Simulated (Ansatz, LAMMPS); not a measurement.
# An extra electron or hole in ionic liquid BMIM+ dicyanamide at 450 K (90 atoms), part 3 of 5

Aim: add and remove one electron in ionic liquid BMIM+ dicyanamide at 450 K (90 atoms), with atoms held and relaxed, and read trapping energy and localisation.

Ansatz 0.2.0; Kohn-Sham DFT, r2SCAN+D3(BJ), PAW (set soft_2), plane waves.

The cell: 30 C, 15 N and 45 H. The network of contacts between molecules at the start is that of the classical potential that made the cell. Sampling is at Γ alone, for a cell whose shortest periodic width is 10 Å. The liquid is relaxed first.

So far. Step 2 (Single point at the start): The r.m.s. force at the start is 1.4 eV/Å. Step 3 (Relaxation): The relaxation converged after 34 steps, 8.18 eV below its start, with a largest force component of 0.054 eV/Å.

### 4. Single point at the relaxed geometry

One more single point at the end of the walk gives the fuller output and checks the residual forces.

File input.yaml:

```yaml
crystal:
  lattice:
    - [9.90267, 0.0, 0.0]
    - [0.0, 9.90267, 0.0]
    - [0.0, 0.0, 9.90267]
  atoms:
    - { symbol: C, position: [0.03023, 0.90949, 0.43205] }
    - { symbol: C, position: [0.00839, 0.75714, 0.44342] }
    - { symbol: C, position: [0.87382, 0.70487, 0.38844] }
    - { symbol: C, position: [0.85522, 0.7132, 0.23574] }
    - { symbol: "N", position: [0.81782, 0.84817, 0.18629] }
    - { symbol: C, position: [0.69759, 0.91284, 0.21328] }
    [... 78 atom lines left out ...]
    - { symbol: "N", position: [0.81773, 0.31627, 0.3355] }
    - { symbol: "N", position: [0.19928, 0.02111, 0.03462] }
    - { symbol: C, position: [0.26323, 0.02978, 0.13365] }
    - { symbol: "N", position: [0.33439, 0.05097, 0.24253] }
    - { symbol: C, position: [0.37205, 0.95287, 0.32117] }
    - { symbol: "N", position: [0.41296, 0.87474, 0.40029] }
kpoints:
  mp_grid: { grid: [1, 1, 1] }
hamiltonian:
  xc: r2scan
  dispersion: d3bj
scf:
  occupations: { method: fixed }
output:
  forces: true
  stress: true
  populations: intrinsic
  dos:
    method: { smearing: { sigma: 0.1 } }
    de: 0.1
    projected: { site_lists: { C: [C], H: [H], "N": ["N"] } }
  eigenvalues: true
  write_density: true
  write_potential: true
  volumetric_format: npy
```

Command:

```
> ansatz run input.yaml --threads 4 --pin off --max-ram 8192MiB --backend cpu --events-out ev --progress --plain --runs-dir out
```

Log:

```text
[...]
Crystal: 90 atoms, lattice volume = 971.084 Å³
Basis set: ecut = 500 eV, 24573 PW (Γ), exchange–correlation on 300×300×300 points (64 copies of the dense FFT grid, shifted against one another)
Bands: 210, of which v1, the nominal top of the filled ones, is band 120 counted from 1 (119 counted from 0)
Symmetry: 1 space group operations
[...]
k-points: 1
[...]
SCF iter   1: F=—  HF=-14045.259660 eV  |F-HF|=—  |Δ(HF+E_count)|=         —  Δρ=8.36e-3  dr2=8.81e-1  dr2_τ=9.14e0  ethr=1.77e-3  ⟨swp⟩=5.0  Hψ=744  notcnv=0  defer=88
[...]
SCF iter  11: F=-14044.191082 eV  HF=-14044.191082 eV  |F-HF|=2.08e-8  |Δ(HF+E_count)|=   2.42e-7  Δρ=1.88e-6  dr2=4.61e-8  dr2_τ=6.29e-9  ethr=4.17e-11  ⟨swp⟩=22.0  Hψ=2063  notcnv=0
SCF 1 converged in 11 iterations: F = -14044.191082 eV  dr2 = 4.61e-8
[...]
WARN: The input density's exchange-correlation potential varies sharply where the density is thin. Do not read a vacuum level from v_tot or v_xc, or from such a field of the output density. On a cell that repeats whose density bears no net charge and no dipole along the vacuum's axis use v_es (v_loc + v_h of the components); [...]
SCF converged after 11 iterations
Free energy (F): -14044.191082 eV
[...]
Internal energy: -14044.191082 eV  (E = F + TS)
E sigma→0 (E₀):  -14044.191082 eV
Fermi energy:    -0.210680 eV
[...]
--- Forces (eV/Å), atoms counted from 1 ---
  atom   1  C     -0.03130661     0.01453422    -0.02524774
  atom   2  C      0.02424511     0.00174648     0.01632454
  atom   3  C     -0.00443362     0.00387572    -0.00287536
  atom   4  C      0.00008017     0.00293351    -0.00078891
  atom   5  N      0.00469520     0.00369172    -0.00336259
  atom   6  C      0.00184586    -0.00943364     0.00856513
  atom   7  C      0.00231502     0.00329501    -0.00469689
  atom   8  N      0.00868742    -0.00872095    -0.00662839
  atom   9  C     -0.00352277    -0.00166138     0.00186484
  atom  10  C     -0.01089151     0.00451608    -0.00064202
  atom  11  H     -0.00558198    -0.01635886     0.05244383
  atom  12  H      0.04361187    -0.02516148    -0.02201013
  atom  13  H     -0.01423059    -0.00194228    -0.00748580
  atom  14  H     -0.02320984     0.01123969     0.01393558
[...]
atom  89  C      0.00004679     0.00064690     0.00748672
  atom  90  N     -0.00350605     0.00114396    -0.00704041
  max |Σ_I F_I| component: 1.38e-4 eV/Å
--- Stress (GPa, compression-positive) ---
       -0.445546      -0.074991       0.072781
       -0.074991      -0.622109       0.036519
        0.072781       0.036519      -0.603380
  P = ⅓ Tr σ = -0.5570 GPa (-5.570 kbar)
--- Band table (eV) ---
[...]
--- intrinsic populations: 90 sites ---
  site symbol       q [e]
     0      C      4.5105
     1      C      4.3125
     2      C      4.3210
[...]
89      N      5.4765
  spilling = -0.000000 (of n_electrons = 240.000000)
```

Wall time 15 s (4 threads of Intel Xeon 6975P-C (Granite Rapids), shared host); peak memory 2.5 GiB.

The program notes that the exchange-correlation potential is rough where the density is thin.

Read from the output:

```yaml
free_energy: -14044.1911 eV
free_energy_per_atom: -156.0466 eV/atom
scf_cycles: 11
pressure: -0.557 GPa
r_m_s_force_component: 0.00977 eV/Å
longest_force: 0.05878 eV/Å
fermi_energy: -0.2107 eV
spacing_of_highest_filled_and_lowest_empty_level: 3.7 eV
```

Intrinsic-atomic-orbital charges by element and coordination:

| element | coordination | atoms | mean charge (e) | spread | least | most |
| --- | --- | --- | --- | --- | --- | --- |
| C | all | 30 | -0.15 | 0.245 | -0.513 | 0.254 |
| C | 2 | 6 | 0.243 | 0.0084 | 0.233 | 0.254 |
| C | 3 | 9 | -0.0733 | 0.0703 | -0.134 | 0.041 |
| C | 4 | 15 | -0.353 | 0.101 | -0.513 | -0.211 |
| H | all | 45 | 0.193 | 0.0277 | 0.150 | 0.248 |
| N | all | 15 | -0.280 | 0.219 | -0.478 | -0.0077 |
| N | 1 | 6 | -0.468 | 0.0101 | -0.478 | -0.455 |
| N | 2 | 3 | -0.441 | 0.0044 | -0.447 | -0.436 |
| N | 3 | 6 | -0.0123 | 0.0037 | -0.0173 | -0.0077 |

States in the cell by windows of 1 eV, zero at the Fermi level; the larger projections on atomic orbitals stand beside the total:

| from (eV) | to (eV) | total | C p | N p | H s |
| --- | --- | --- | --- | --- | --- |
| -10 | -9 | 7.8 | 2.8 | 0.5 | 2.3 |
| -9 | -8 | 4.2 | 1.9 | 0.4 | 1.1 |
| -8 | -7 | 12.9 | 6.3 | 4.0 | 1.9 |
| -7 | -6 | 26.5 | 15.1 | 4.5 | 5.8 |
| -6 | -5 | 24.4 | 13.9 | 5.1 | 4.4 |
| -5 | -4 | 16.3 | 9.5 | 2.8 | 3.6 |
| -4 | -3 | 26.5 | 10.2 | 8.2 | 4.3 |
| -3 | -2 | 25.2 | 11.3 | 9.2 | 4.1 |
| -2 | -1 | 9.2 | 5.8 | 3.0 | 0.1 |
| -1 | 0 | 7.1 | 0.4 | 6.4 | 0.0 |
| 0 | 1 | 1.7 | 0.0 | 1.6 | 0.0 |
| 1 | 3 | 0.0 | 0.0 | 0.0 | 0.0 |
| 3 | 4 | 2.8 | 1.5 | 1.0 | 0.1 |
| 4 | 5 | 9.7 | 5.7 | 1.7 | 0.9 |

With fixed occupations the program's Fermi level is the highest filled level; weight inside the gap is the broadening of levels at its edges.

Between -24 and -10 eV lie 78 more states.

The levels nearest the highest filled one (over half full), pooled over k-points and spins:

| level less the highest filled one (eV) | occupation |
| --- | --- |
| -1.33 | 2 |
| -1.04 | 2 |
| -0.969 | 2 |
| -0.456 | 2 |
| -0.149 | 2 |
| 0 | 2 |
| 3.70 | 0 |
| 3.98 | 0 |
| 4.06 | 0 |
| 4.51 | 0 |
| 4.54 | 0 |
| 4.72 | 0 |

Electrostatic potential energy in the ac plane at fractional y = 0.695, with atoms of C and H and N within 0.2 Å of it. With pseudopotentials it is smooth inside the atoms' cores, unlike the true potential.

Ten even steps from '0' (-45 eV) to '9' (6 eV), each cell a mean:
```
0179999998755799999999999982
0069999997202799999999999971
3599999985000699999999999986
9999999876324799999999999999
9999999877777889999999999999
9999999876778899999999999999
9999999732456899999999999999
9999999731335899999999999999
9999999876767899999999999999
8899999998888999999999999999
5799999999999999999999999998
7899999999998899999999999998
6789999999998789999999987887
5656999999999999999999841266
8713899999999999999999710048
9978999999999999999999841379
9999999999999999999999865689
9999999999999999999998600389
9999999998999999999998500257
9999999988999999999998754514
9999975767888999999999988878
9999941677743689999999999999
9999987888400289999999999999
7899999998500389999999999998
```
Columns run along a (9.9 Å; values clipped at the 3rd and 97th percentile), rows up along c (9.9 Å). Atoms in or near the plane, at fractional coordinates: C at (0.87, 0.39), C at (0.86, 0.24), H at (0.09, 0.39), H at (0.95, 0.18), C at (0.42, 0.04), N at (0.40, 0.89), H at (0.22, 0.10), N at (0.01, 0.94).

Valence density in the ac plane at fractional y = 0.695, with atoms of C and H and N within 0.2 Å of it. It is the smooth field of the valence electrons, not physical close to the nuclei.

Ten even steps from '_' (0.0 e/Å³) to '@' (3.5 e/Å³), each cell a mean:
```
@@##::______________::==--..________________________..++
@@##--____________::**%%**::________________________::**
++--..__________..--%%@@##::________________________..--
....____________..--++**==::__________________________..
______________....::........____________________________
______________..::::........____________________________
______________..----==--::..____________________________
______________..::==++++==..____________________________
________________..::::::::..____________________________
________________________________________________________
::..__________________________________________________..
::..______________________..__________________________..
::::..____________________..________________..........::
::----..____________________________________..--==----::
..::==::____________________________________..--====--..
____..______________________________________..--==--..__
____________________________________________..--==::..__
__________________________________________..::====--..__
__________________________________________..--++++++--..
______________......______________________..::::----==::
__________..::::::......__________________________....__
__________::==--::::::--::::____________________________
____________........--==++--..__________________________
--::________________::--==::..________________________..
```
Columns run along a (9.9 Å), rows up along c (9.9 Å). Atoms in or near the plane, at fractional coordinates: C at (0.87, 0.39), C at (0.86, 0.24), H at (0.09, 0.39), H at (0.95, 0.18), C at (0.42, 0.04), N at (0.40, 0.89), H at (0.22, 0.10), N at (0.01, 0.94).

The highest filled and lowest empty levels differ by 3.70 eV (at Γ alone); a semilocal functional tends to put such gaps too low. In a disordered cell it changes from sample to sample and from frame to frame. Mean intrinsic-atomic-orbital charges: C -0.15, H +0.19, N -0.28 e. The largest share in the top eV of filled states is N p (92 % of the projected weight), and in the lowest eV of empty states C p (65 % of the projected weight).

### 5. An extra electron, atoms held

The electron count changes by one with the atoms held: a vertical process, on a uniform background, with spin and a narrow Fermi–Dirac smearing. Its energy against the neutral cell hangs on the program's zero of potential.

File input.yaml:

```yaml
crystal:
  lattice:
    - [9.90267, 0.0, 0.0]
    - [0.0, 9.90267, 0.0]
    - [0.0, 0.0, 9.90267]
  atoms:
    [... the 90 atom lines of step 4 ...]
total_charge: -1
kpoints:
  mp_grid: { grid: [1, 1, 1] }
hamiltonian:
  xc: r2scan
  dispersion: d3bj
scf:
  occupations: { method: fermi_dirac, width: 0.01 }
  lower_state_search: "off"
output:
  forces: true
  stress: true
  populations: true
  dos:
    method: { smearing: { sigma: 0.08 } }
    de: 0.1
    projected: { site_lists: { C: [C], H: [H], "N": ["N"] } }
  eigenvalues: true
  write_density: true
  write_potential: true
  volumetric_format: npy
magnetization:
  spin_polarized: true
  initial_magnetization: 1
```

Log:

```text
[...]
Crystal: 90 atoms, lattice volume = 971.084 Å³
Basis set: ecut = 500 eV, 24573 PW (Γ), exchange–correlation on 300×300×300 points (64 copies of the dense FFT grid, shifted against one another)
Bands: 211, of which v1, the nominal top of the filled ones, is band 121 counted from 1 (120 counted from 0)
Symmetry: 1 space group operations
[...]
k-points: 1
[... 9 lines on functional and potentials left out ...]
Starting moments: Σ|m| = 1 μB on 90 of 90 sites
[...]
SCF iter   1: F=-14001.642988 eV  HF=-14077.757290 eV  |F-HF|=7.61e1  |Δ(HF+E_count)|=         —  Δρ=5.50e-2 (↑5.44e-2 ↓5.50e-2)  dr2=1.23e2  dr2_τ=4.42e0  dr2_m=2.62e-2  M=0.583 μB ∫|m|=0.610 μB  β_m=0.30  ethr=3.10e-3  ⟨swp⟩=6.0  Hψ=1968  notcnv=0  defer=21
[...]
spin=Collinear: Resta preconditioning applied to the charge; magnetization (m = ρ↑ − ρ↓) channel mixes plain (no charge-response kernel on spin).
SCF iter   2: F=-14028.846224 eV  HF=-14051.755171 eV  |F-HF|=2.29e1  |Δ(HF+E_count)|=    2.60e1  Δρ=3.55e-2 (↑3.55e-2 ↓3.54e-2)  dr2=4.61e1  dr2_τ=4.10e-1  dr2_m=6.50e-2  M=0.626 μB ∫|m|=0.682 μB  β_m=0.30  ethr=3.10e-3  ⟨swp⟩=3.0  Hψ=753  notcnv=0  defer=160  κ⁻¹=1.0e0(r=1)
[...]
SCF iter  10: F=-14040.171702 eV  HF=-14040.592615 eV  |F-HF|=4.21e-1  |Δ(HF+E_count)|=   6.19e-2  Δρ=3.23e-3 (↑3.23e-3 ↓1.09e-3)  dr2=5.06e-1  dr2_τ=8.62e-4  dr2_m=1.45e-2  M=1.000 μB ∫|m|=1.169 μB  β_m=1.20  ethr=3.03e-4  ⟨swp⟩=2.0  Hψ=390  notcnv=0  defer=169
[...]
spin-set hold released at iteration 10 (site moments contracting): the magnetisation degrees of freedom join the quasi-Newton model from the next iteration; the mixer history was flushed
SCF iter  11: F=-14040.336671 eV  HF=-14040.511767 eV  |F-HF|=1.75e-1  |Δ(HF+E_count)|=   8.08e-2  Δρ=2.34e-3 (↑2.34e-3 ↓1.24e-3)  dr2=2.34e-1  dr2_τ=3.00e-3  dr2_m=1.29e-2  M=1.000 μB ∫|m|=1.206 μB  β_m=1.20  ethr=2.10e-4  ⟨swp⟩=4.0  Hψ=488  notcnv=0  defer=169  κ⁻¹=1.0e0(r=1)
[...]
SCF iter  29: F=-14040.532827 eV  HF=-14040.532827 eV  |F-HF|=1.60e-10  |Δ(HF+E_count)|=  8.37e-11  Δρ=6.20e-8 (↑6.20e-8 ↓4.03e-8)  dr2=1.12e-10  dr2_τ=1.51e-12  dr2_m=5.36e-12  M=1.000 μB ∫|m|=1.212 μB  ethr=2.22e-12  ⟨swp⟩=6.0  Hψ=1768  notcnv=0
SCF 1 converged in 29 iterations: F = -14040.532827 eV  dr2 = 1.12e-10
[...]
this state was not tested for a lower state beside it, because the mixer in use, unlike msr1, does not test its closes by its own steps (another_mixer; see scf.mixing.algorithm and scf.lower_state_search)
SCF converged after 29 iterations
Magnetization: 1.0000 μB (121.0000 up, 120.0000 down)
Absolute magnetization: 1.2127 μB (∫|ρ↑−ρ↓|, with the PAW one-centre terms)
[...]
Per-site moments (μB) at R_I (Å): [(0.00093998, 0.450544), (6.610707e-5, 0.451769), (0.000751023, 0.450850), (-0.000967609, 0.449302), (0.028969, 0.550232), [...]
Free energy (F): -14040.532827 eV
[...]
Internal energy: -14040.522154 eV  (E = F + TS)
E sigma→0 (E₀):  -14040.527491 eV
Entropy (-TS):   -0.010673 eV (-0.119 meV/atom)
Fermi energy:    3.768440 eV
[...]
--- Forces (eV/Å), atoms counted from 1 ---
  atom   1  C      0.00202258     0.00162436     0.00118763
  atom   2  C     -0.00489754     0.00792860     0.02189410
  atom   3  C      0.00134247    -0.06850055    -0.01250607
  atom   4  C     -0.11187512     0.30815169    -0.09495255
  atom   5  N     -0.27334197    -0.75497664     0.64643950
  atom   6  C     -0.18893198     0.07244946     0.02670897
  atom   7  C     -0.02363062    -0.03817052     0.01894692
  atom   8  N     -0.40720196     0.81005057    -0.25199574
  atom   9  C     -0.10105861    -0.16703710     0.15921102
  atom  10  C      1.11520504    -0.17687130    -0.46024941
  atom  11  H     -0.03601997    -0.01803972     0.03378131
  atom  12  H      0.04876776    -0.02773348    -0.02991304
  atom  13  H     -0.02628666     0.01063487    -0.01047730
  atom  14  H     -0.02878787     0.01157506     0.02956177
[...]
atom  89  C     -0.00119200     0.04693100     0.03532598
  atom  90  N     -0.00917136     0.00229342    -0.07323556
  max |Σ_I F_I| component: 1.05e-4 eV/Å
--- Stress (GPa, compression-positive) ---
       -0.111156      -0.277572       0.011543
       -0.277572      -0.478361       0.053229
        0.011543       0.053229      -0.251089
  P = ⅓ Tr σ = -0.2802 GPa (-2.802 kbar)
--- Band table (eV) ---
[...]
--- Löwdin populations: 90 sites ---
  site symbol       q [e]    m [muB]
     0      C      4.4564     0.0038
     1      C      4.2636     0.0005
     2      C      4.2708     0.0026
[...]
89      N      5.4157     0.0007
  spilling = 0.013639 (of n_electrons = 241.000000)
```

Run time: 88 s. Hardware: 4 threads; peak memory 3.1 GiB; 5.7 min of CPU time.

The program notes that the stability of the SCF solution was not settled.

An extra electron, atoms held: the energy stands 3.66 eV above that of the reference, with a moment of 1.00 μB.

The levels nearest the highest filled one (over half full), pooled over k-points and spins:

| level less the highest filled one (eV) | occupation |
| --- | --- |
| -4.29 | 1 |
| -4.13 | 1 |
| -4.13 | 1 |
| 0 | 0.775 |
| 0.0247 | 0.225 |
| 0.277 | 0 |
| 0.469 | 0 |
| 0.569 | 0 |

Spin density in the ac plane at fractional y = 0.695, with atoms of C and H and N within 0.2 Å of it.

Ten even steps from '0' (-0.38 × 1e-2 e/Å³) to '9' (6.49 × 1e-2 e/Å³), each cell a mean:
```
0000000001001100000000000000
0000000012335200000000000000
0000000002489100000000000000
0000000000011011100000000000
0000000000000122110000000000
0000000000000111100000000000
0000001100001000000000000000
0000000000026300000000000000
0000000000024310000000000000
0000000000001100000000000000
0000000000000000000000000000
0000000000000000000000000000
0000000000000000000000000000
0000000000000000000000000000
0000000000000000000000000000
0000000000000000000000001100
0000000000000000000000000000
0000000000000000000000000000
0000000000000000000000000000
0000000000000000000000000000
0000000000000000000000000000
0000000000000000000000000000
0000000000000000000000000000
0000000000000000000000000000
```
Columns run along a (9.9 Å), rows up along c (9.9 Å). Atoms in or near the plane, at fractional coordinates: C at (0.87, 0.39), C at (0.86, 0.24), H at (0.09, 0.39), H at (0.95, 0.18), C at (0.42, 0.04), N at (0.40, 0.89), H at (0.22, 0.10), N at (0.01, 0.94).

(Continued in part 4 of 5.)

[Long decimals in the printed logs are rounded to 6 places.]

[Logs are printed without paths, hosts, clocks, repeated set-up lines and the standing remarks that a program may print on its own settings, such as how far it seeks lower states.]

[Hosts, paths, dates, database ids (printed as entryN), source tags and the programs' standing remarks are cut or masked in the printed files.]
